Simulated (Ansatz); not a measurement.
## Al2Cu (I4/mcm): the Drude term of Re ε in the infrared

Re ε of Al2Cu (I4/mcm) along x at low photon energies is read from one computed spectrum; the carriers' damping was typed as γ = 0.05 eV. x, y and z are the Cartesian axes of the input cell.

Cell: a, b, c = 4.935, 4.935, 4.935 Å (primitive vectors), 6 atoms.

Method: Ansatz 0.2.0, LDA, independent particles, k-mesh 8×8×8 with interpolation inside its cells, Gaussian parameter 0.1 eV.

Launch of the response step: `ansatz run input.yaml --threads 4 --pin off --max-ram 8192MiB --backend cpu --events-out ev --progress --plain --runs-dir out`. The run took 2.0 min, on 4 threads of Intel(R) Xeon(R) Processor @ 2.50GHz (Skylake/Cascade Lake), on a shared host.

```
photon energy E (eV)  wavelength (µm)     Re ε
                0.25             4.96  -1128.5
                0.30             4.13   -809.9
                0.35             3.54   -611.7
                0.40             3.10   -473.8
                0.50             2.48   -298.2
                0.60             2.07        ?
                0.70             1.77   -139.7
```

A Drude term over a constant background gives Re ε = ε_b − ωp²/(E² + γ²), linear in 1/(E² + γ²).

Working, on the rows shown:

| x = 1/(E² + γ²) (eV⁻²) | y = Re ε |
| --- | --- |
| 15.3846 | -1128.5 |
| 10.8108 | -809.9 |
| 8 | -611.7 |
| 6.15385 | -473.8 |
| 3.9604 | -298.2 |
| 2.03046 | -139.7 |

Means: x̄ = 7.7234, ȳ = -576.97. Σ(x − x̄)(y − ȳ) = -8654, Σ(x − x̄)² = 117.3. Slope = -8654 / 117.3 = -73.76; intercept = ȳ − slope · x̄ = -7.3098. The line misses the rows shown by at most 17.

Q: Fill in the last column of the withheld row.

A: At x = 2.7586 the line gives y = -210.78. The run gave -198.2, so the interpolation is off by 13, 1.3 % of the range in the table.

Refitted with all rows, the slope is -74.14 and the intercept -2.801. These give ωp = √(−slope) = 8.61 eV, against 8.67 eV from the program's Fermi-surface sum, and an intercept of -2.8. Taking the program's Drude term off the rows leaves 27 at the lowest energy and 13 at the highest, so the background isn't constant: interband transitions lie in or near the window, and neither fitted number can be trusted. The values come from a sum over the points of one k-mesh and carry its error, which is largest for Fermi-surface quantities.

[Logs are printed without paths, hosts, clocks, repeated set-up lines and the standing remarks that a program may print on its own settings, such as how far it seeks lower states.]
